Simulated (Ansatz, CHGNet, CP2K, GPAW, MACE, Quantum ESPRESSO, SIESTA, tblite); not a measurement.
**Random packing of W68Si32 (at. %) (85 atoms): other programs against plane waves**

Aim: forces, pressure of random packing of W68Si32 (at. %) (85 atoms) at one geometry, from other programs and methods, against plane-wave PBE.

Results are calculated, not measured.

## Step 1: The structure

The cell holds 85 atoms (58 W and 27 Si), with edges of 11.00, 11.00 and 11.00 Å. Recipe: 85 atoms (58 W, 27 Si) packed at random in a cube at 14.3 g/cm³ and pushed apart as soft spheres; a start for melting by ab initio MD, not an equilibrated structure. Then every atom was moved at random, 0.02 Å r.m.s. a Cartesian component. The density is 14.3 g/cm³.

## Step 2: The reference input

Quantum ESPRESSO 7.5: Kohn-Sham DFT, PBE, SSSP efficiency 1.3.0 pseudopotentials, plane waves. Its input, pw.in:

```
&control
  calculation = 'scf'
  pseudo_dir = './pseudo'
  outdir = './tmp'
  disk_io = 'none'
  tprnfor = .true.
  tstress = .true.
/
&system
  ibrav = 0
  nat = 85
  ntyp = 2
  ecutwfc = 45
  ecutrho = 360
  nosym = .true.
  occupations = 'smearing'
  smearing = 'fd'
  degauss = 0.003675
/
&electrons
  conv_thr = 4.3e-07
  electron_maxstep = 100
  mixing_beta = 0.2
  mixing_mode = 'local-TF'
  diagonalization = 'david'
/
ATOMIC_SPECIES
W 183.840 W.upf
Si 28.085 Si.upf
CELL_PARAMETERS angstrom
10.99740 0.00000 0.00000
0.00000 10.99740 0.00000
0.00000 0.00000 10.99740
ATOMIC_POSITIONS crystal
W 0.95017 0.75453 0.06858
W 0.79734 0.61216 0.15600
W 0.71822 0.43554 0.04299
W 0.50166 0.49535 0.63838
[... 79 atom lines left out ...]
Si 0.60944 0.36790 0.41616
Si 0.19099 0.87522 0.83755
K_POINTS gamma
```

```console
$ OMP_NUM_THREADS=1 mpirun -np 4 pw.x -in pw.in > output.txt
```

Run time: 5.5 min. Hardware: 4 MPI ranks of Arm Neoverse V2, shared host; peak memory 5.7 GiB; 22 min of CPU time.

It converged with an r.m.s. force component of 1.7 eV/Å and a pressure of 26 GPa.

## Step 3: What was run beside it

- CHGNet: machine-learned potential, published weights.
- CP2K 2026.2: Gaussian basis with GTH pseudopotentials and a plane-wave density; labels give functional, basis (MOLOPT sets; SR short-range, UZH the newer set with its own potentials), grid cutoff/relative cutoff and solver (OT: orbital transformation; TRS4, TC2, SIGN: linear-scaling purification with its sparsity filter), or its built-in tight binding.
- MACE: machine-learned potential, published weights.
- SIESTA 5.4.2: numerical atomic orbitals, whose automatically made sets are far from complete, with PseudoDojo norm-conserving potentials that we converted to its format (checked against plane waves on the same files for H, C, O, Si, Ge and Ca alone); labels give functional, basis size, energy shift and mesh cutoff.
- tblite 0.8.0: extended tight binding, driven from Python.

All use the same cell and atoms, and the electronic-structure runs the same k-mesh.

## Step 4: Side by side

Differences are against the reference: forces as r.m.s. over components, share as that over the reference's r.m.s. force, slope as the fitted ratio of a run's forces to the reference's.

```tsv
run	Δ force, r.m.s. (meV/Å)	share (%)	slope	Δ pressure (GPa)	cores	CPU time	memory (GiB)
reference	-	-	-	-	4	22 min	5.7
CHGNet 0.3.0 potential	601	35.5	1.024	2.38	1	3.7 s	1.1
CHGNet r2SCAN potential	636	37.6	0.928	-1.31	1	3.6 s	1.1
CP2K PBE, DZVP-MOLOPT-SR, 350/50 Ry, diagonalisation	74.2	4.39	0.969	-0.434	4	16 min	5.1
CP2K PBE, SZV-MOLOPT-SR, 350/50 Ry, diagonalisation (coarse)	628	37.2	0.941	9.33	1	6 min	1.7
MACE MPA-0 medium potential	482	28.5	0.876	-1.76	1	7.2 s	1
SIESTA PBE, DZ, shift 0.01 Ry, mesh 300 Ry (coarse)	475	28.1	1.142	3.50	2	5 min	1.3
SIESTA PBE, DZP, shift 0.01 Ry, mesh 300 Ry	226	13.4	1.109	3.77	4	11 min	2.3
SIESTA PBE, SZP, shift 0.01 Ry, mesh 300 Ry (coarse)	355	21.0	1.178	5.77	2	7.1 min	1.6
tblite GFN1-xTB	2281	135	1.967	60.3	1	8.4 s	0.17
```

Rows marked coarse use a setting chosen to be so.

Times of the machine-learned potentials are mostly Python's start and the loading of weights.

CPU time is summed over cores on shared hosts, so it is rough.

## Step 5: Findings

Forces lie from 4.4 % (CP2K PBE, DZVP-MOLOPT-SR, 350/50 Ry, diagonalisation) to 135 % (tblite GFN1-xTB) of the reference's r.m.s. force of 1.7 eV/Å away from it. The PBE runs in local orbitals, coarse settings apart, differ by 4.4 % (CP2K PBE, DZVP-MOLOPT-SR, 350/50 Ry, diagonalisation) to 13 % (SIESTA PBE, DZP, shift 0.01 Ry, mesh 300 Ry); basis, grid and potentials can all enter. Tight binding differs by 135 % (tblite GFN1-xTB); it is another model, with fitted parameters of its own, and the xTB methods hold dispersion. Machine-learned potentials differ by 29 % (MACE MPA-0 medium potential) to 38 % (CHGNet r2SCAN potential); they were trained on other programs' data, some at another functional.

Runs with settings chosen to be coarse differ by 21 % (SIESTA PBE, SZP, shift 0.01 Ry, mesh 300 Ry) to 37 % (CP2K PBE, SZV-MOLOPT-SR, 350/50 Ry, diagonalisation), their programs' other errors included. SIESTA PBE, SZP, shift 0.01 Ry, mesh 300 Ry stiffens the forces by a factor of 1.18 while following their directions (correlation 0.996); the slopes of the 3 SIESTA runs lie between 1.11 and 1.18. Pressures at PBE, coarse settings apart, lie -0.43 to +3.77 GPa from the reference's. A pressure off by over 25 GPa (tblite GFN1-xTB) is no usable stress for this cell.

**Limits.** The reference's pressure holds the uncorrected Pulay stress of its 45 Ry basis, so small pressure differences, may be the reference's own error. Machine-learned potentials mimic data converged in k, so the reference's own k-point error enters their differences. The reference's stress is far from hydrostatic: its diagonal is 24.9, 28.5, 25.0 GPa, compression counted positive. The electronic-structure runs sample only Γ, in a cell whose shortest periodic width is 11 Å, which is coarse for a cell with partly filled levels. Spin–orbit coupling is left out, which matters for the levels of the heavy elements. The reference's pressure of 26 GPa reflects the volume that the recipe set, positions that aren't this level's minimum and the basis. The reference has no spin polarisation, so local moments can't form. Where levels are smeared, the DFT runs use Fermi–Dirac occupations at 580 K (0.05 eV), and energies are free energies. The atoms were displaced at random, and shares hang on the size of the forces that this gives. The reference's cutoffs and mesh weren't converged further here.

[Long decimals in the printed logs are rounded to 6 places.]

[Logs are printed without paths, hosts, clocks, repeated set-up lines and the standing remarks that a program may print on its own settings, such as how far it seeks lower states.]

[Hosts, paths, dates, database ids (printed as entryN), source tags and the programs' standing remarks are cut or masked in the printed files.]

[Only finished runs are shown, without SIESTA runs on faulty potentials for Cu, Fe, Ni or Zn; cells were taken only where this reference lay near another plane-wave run.]
